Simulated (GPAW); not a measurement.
# Quasiparticle gap of WSe2 (P6_3/mmc) in GPAW, part 2 of 2

Aim: the G0W0 gap of WSe2 (P6_3/mmc) on PBE, step by step.

GPAW 26.7.0; PBE and many-body steps on it, plane waves. Known limits of the many-body steps: not at the basis limit; no spin-orbit coupling; coarse k mesh.

So far. Step 3 (Bands along the symmetry lines): The gap is 0.966 eV, −0.095 eV from the run before at this level. Step 4 (Empty states on the mesh, 6×6×1 mesh, 790 bands): On this mesh the gap is 0.966 eV.

The database entry behind the starting cell differs from later determinations by our own check (a about 0.2 % long), so it need not match the best structure at ambient conditions.

## (5) Screening and self-energy, 6×6×1 mesh, 362 bands, screening to 120 eV

Now the one-shot GW correction: screening in the RPA, then the self-energy of the levels asked for.

This step: G0W0 on PBE, plane waves, PAW.

The input, run.py:

```python
import json
import numpy as np
from gpaw.mpi import world
from gpaw.response.g0w0 import G0W0

gw = G0W0('full.gpw',
    filename='gw',
    kpts=[0, 2, 4],
    bands=(24, 28),
    ecut=120,
    nbands=362,
    integrate_gamma='WS',
    ppa=True)
gw.calculate()
res = {mode: {k: v for k, v in r.items() if k != 'sigma_eskwn'}
       for mode, r in gw.all_results.items()}

if world.rank == 0:
    with open('result.json', 'w') as f:
        json.dump(res, f, default=lambda x: x.tolist())
```

On the command line:

```
$ mpirun -n 4 gpaw python run.py
```

Numbers of over 12 decimals in the logs are rounded to 6 here.

Log:

```text
Using integrator: PointIntegrator
FrequencyGridDescriptor(from 0.000+0.000j to 0.000+27.211j eV, 2 points)
Nonperiodic BCs:  [False False False]
Using integrator: PointIntegrator
FrequencyGridDescriptor(from 0.000+0.000j to 0.000+27.211j eV, 2 points)
Nonperiodic BCs:  [False False False]
  ___  _ _ _
 |   || | | |
 | | || | | |
 |__ ||_____|
 |___|

BZ k-points: Symmetries present (total): 12

  [... matrices ...]
36 k-points: 6 x 6 x 1 Monkhorst-Pack grid + [1/12,1/12,0.000000]
7 k-points in the irreducible part of the Brillouin zone
       k-points in crystal coordinates                weights
   0:     0.00000000    0.00000000    0.00000000          1/36
   1:     0.16666667    0.00000000    0.00000000          6/36
   2:     0.33333333   -0.16666667    0.00000000          6/36
   3:     0.33333333    0.00000000    0.00000000          6/36
   4:     0.33333333    0.33333333    0.00000000          2/36
   5:     0.50000000    0.33333333    0.00000000         12/36
   6:     0.50000000    0.50000000    0.00000000          3/36

Distributing spins, k-points and bands (1 x 3 x 4) over 4 processes
Number of blocks: 1

Quasi particle states:
k-points (IBZ indices): [0, 2, 4]
Band range: (24, 28)
  [... matrices ...]
Computational parameters:
Plane wave cut-off: 120 eV
Number of bands: 362
Coulomb cutoff: None
Broadening: 0.1 eV

fxc modes: GW
Kernel: RPA
Using Godby-Needs plasmon-pole approximation:
  Fitting energy: i*E0, E0 = 1.000 Hartree
Summing all q:

Calculating screened Coulomb potential
No Coulomb truncation
FrequencyGridDescriptor(from 0.000+0.000j to 0.000+27.211j eV, 2 points)
Removing empty qpoint cache files...

Calculating chi0 body with:
    Ground state adapter containing:
    Number of spins: 1
    Number of kpoints: 36
    Number of irreducible kpoints: 7
    Number of completely occupied states: 26
    Number of partially occupied states: 26
    Occupied states memory: 8.2265625 M / cpu

    Linear response parametrization:
    q_c: [1.3877787807814457e-17, 1.3877787807814457e-17, 0.0]
    Number of frequency points: 2
    Planewave cutoff: 120.0
    Number of bands: 362
    Number of planewaves: 341
    Broadening (eta): 1e-06
    comm.size: 4
    kncomm.size: 4
    blockcomm.size: 1

    Memory estimate of potentially large arrays:
        chi0_wGG: 3.548615 M / cpu
Integrating chi0 body.

Symmetries of q_c:
    Direct symmetries (Uq -> q): 12
    Indirect symmetries (TUq -> q): 0
In total 12 allowed symmetries.

  [... matrices ...]
7 groups of equivalent kpoints. 80.555556% reduction.

Integral kind: response function
Integrating chi0 head and wings.

Symmetries of q_c:
    Direct symmetries (Uq -> q): 12
    Indirect symmetries (TUq -> q): 0
In total 12 allowed symmetries.

  [... matrices ...]
7 groups of equivalent kpoints. 80.555556% reduction.

Integral kind: response function wings

Calculating chi0 body with:
    Ground state adapter containing:
    Number of spins: 1
    Number of kpoints: 36
    Number of irreducible kpoints: 7
    Number of completely occupied states: 26
    Number of partially occupied states: 26
[... the further q-points ...]

Results:
f:      Occupation numbers
eps:     KS-eigenvalues [eV]
vxc:     KS vxc [eV]
exx:     Exact exchange [eV]
sigma:   Self-energies [eV]
dsigma:  Self-energy derivatives
Z:       Renormalization factors
qp:      QP-energies [eV]

k-point 0 (0): (0.000, 0.000, 0.000)                GW
band       f     eps     vxc     exx   sigma  dsigma       Z      qp
                                                                   GW
  24   1.000   7.640 -15.898 -18.139   1.706  -0.254   0.798   7.213
  25   1.000   8.714 -18.769 -19.320   0.557  -0.269   0.788   8.718
  26   0.000  11.344 -18.203 -13.909  -3.707  -0.260   0.793  11.810
  27   0.000  11.344 -18.203 -13.909  -3.707  -0.260   0.793  11.810

k-point 1 (2): (0.333, -0.167, 0.000)                GW
band       f     eps     vxc     exx   sigma  dsigma       Z      qp
                                                                   GW
  24   1.000   7.563 -17.961 -19.279   1.207  -0.277   0.783   7.476
  25   1.000   7.603 -18.019 -19.358   1.215  -0.273   0.786   7.506
  26   0.000   9.680 -16.784 -13.055  -3.349  -0.257   0.795   9.983
  27   0.000  10.566 -18.430 -14.192  -3.685  -0.261   0.793  11.005

k-point 2 (4): (0.333, 0.333, 0.000)                GW
band       f     eps     vxc     exx   sigma  dsigma       Z      qp
                                                                   GW
  24   1.000   8.260 -17.417 -18.066   0.550  -0.269   0.788   8.181
  25   1.000   8.504 -18.205 -18.716   0.482  -0.271   0.787   8.481
  26   0.000  10.028 -19.690 -15.623  -3.434  -0.275   0.784  10.525
  27   0.000  10.028 -19.690 -15.623  -3.434  -0.275   0.784  10.525
```

The job ended after 5 min (4 MPI ranks of Arm Neoverse V1, shared host; peak memory 2.1 GiB; 20 min of CPU time).

This step gave:

```
G0W0 gap on the points computed              : 1.265 eV
least direct G0W0 gap on the computed points : 2.044 eV
Z at the valence top                         : 0.7881
Z at the conduction bottom                   : 0.7955
starting gap on the mesh                     : 0.9662 eV
k of the valence top                         : 0, 0, 0
k of the conduction bottom                   : 0.3333, -0.1667, 0
```

The gap on the mesh goes from 0.97 eV to 1.27 eV, a correction of +0.30 eV. The start differs from the 1.06 eV found before because the two sample other k points.

Limits: finite bands, cutoff and mesh; no spin-orbit coupling; coarse k mesh. v1 is the top filled band, c1 the lowest empty one. The levels before and after the correction (eV, zero at the valence-band top of each column):

```
           conduction bottom  valence top
Kohn-Sham               0.97         0.00
     G0W0               1.27         0.00
```

```
                         level  energy (eV)
Kohn-Sham                 Γ v2       -1.074
Kohn-Sham                 Γ v1        0.000
Kohn-Sham              Γ c1-c2        2.630
Kohn-Sham  (0.333 -0.167 0) v2       -1.151
Kohn-Sham  (0.333 -0.167 0) v1       -1.111
Kohn-Sham  (0.333 -0.167 0) c1        0.966
Kohn-Sham  (0.333 -0.167 0) c2        1.852
     G0W0                 Γ v2       -1.504
     G0W0                 Γ v1        0.000
     G0W0              Γ c1-c2        3.092
     G0W0  (0.333 -0.167 0) v2       -1.241
     G0W0  (0.333 -0.167 0) v1       -1.212
     G0W0  (0.333 -0.167 0) c1        1.265
     G0W0  (0.333 -0.167 0) c2        2.287
```

## (6) Where the time went

Times are wall times on 4 MPI ranks of Arm Neoverse V1, shared host, good to a factor of about two.

```
                          step   time  share  memory (GiB)
                  ground state   19 s    5 %          0.79
bands along the symmetry lines   32 s    8 %          0.94
      empty states on the mesh   46 s   12 %           2.8
     screening and self-energy  5 min   76 %           2.1
```

## (7) Outcome

```json
{"PBE gap": "0.97 eV, indirect", "G0W0 gap on the mesh": "1.27 eV", "GW settings": "6×6×1 mesh, 362 bands, screening to 120 eV, Godby-Needs plasmon pole", "known limits": "not at the basis limit; no spin-orbit coupling; coarse k mesh"}
```

In words: G0W0 moves the gap on the mesh from 0.97 eV to 1.27 eV (+0.30 eV), with Z of 0.79 and 0.80 at the edges. Only 3 of the mesh's irreducible points were corrected, so a valley elsewhere could overtake. The dearest step here is «screening and self-energy». Bands and cutoff are finite, so the gap is not at the basis limit. The miss can reach some tenths of an eV and take either sign; the mesh is an error of its own. These stock PAW sets were not made for GW; the filled d or f shell of Se and W lies in the frozen core, which bears on start and correction. In the G0W0 run levels were corrected at 3 k points alone, so a gap called «on the mesh» is the least over those, and an edge elsewhere would be missed. The 6×6×1 mesh is coarse for this cell, which bears on the long-range parts of exchange and screening. The many-body steps are scalar-relativistic: spin-orbit coupling is not in them.

[Paths, hosts, dates, memory and timing lines, banners, echoed tables and standing remarks are left out of the program output.]

[Logs are printed without paths, hosts, clocks, repeated set-up lines and the standing remarks that a program may print on its own settings, such as how far it seeks lower states.]

[Runs of the session that timed out or met a known fault of the program may be left out.]

[Hosts, paths, dates, database ids (printed as entryN), source tags and the programs' standing remarks are cut or masked in the printed files.]
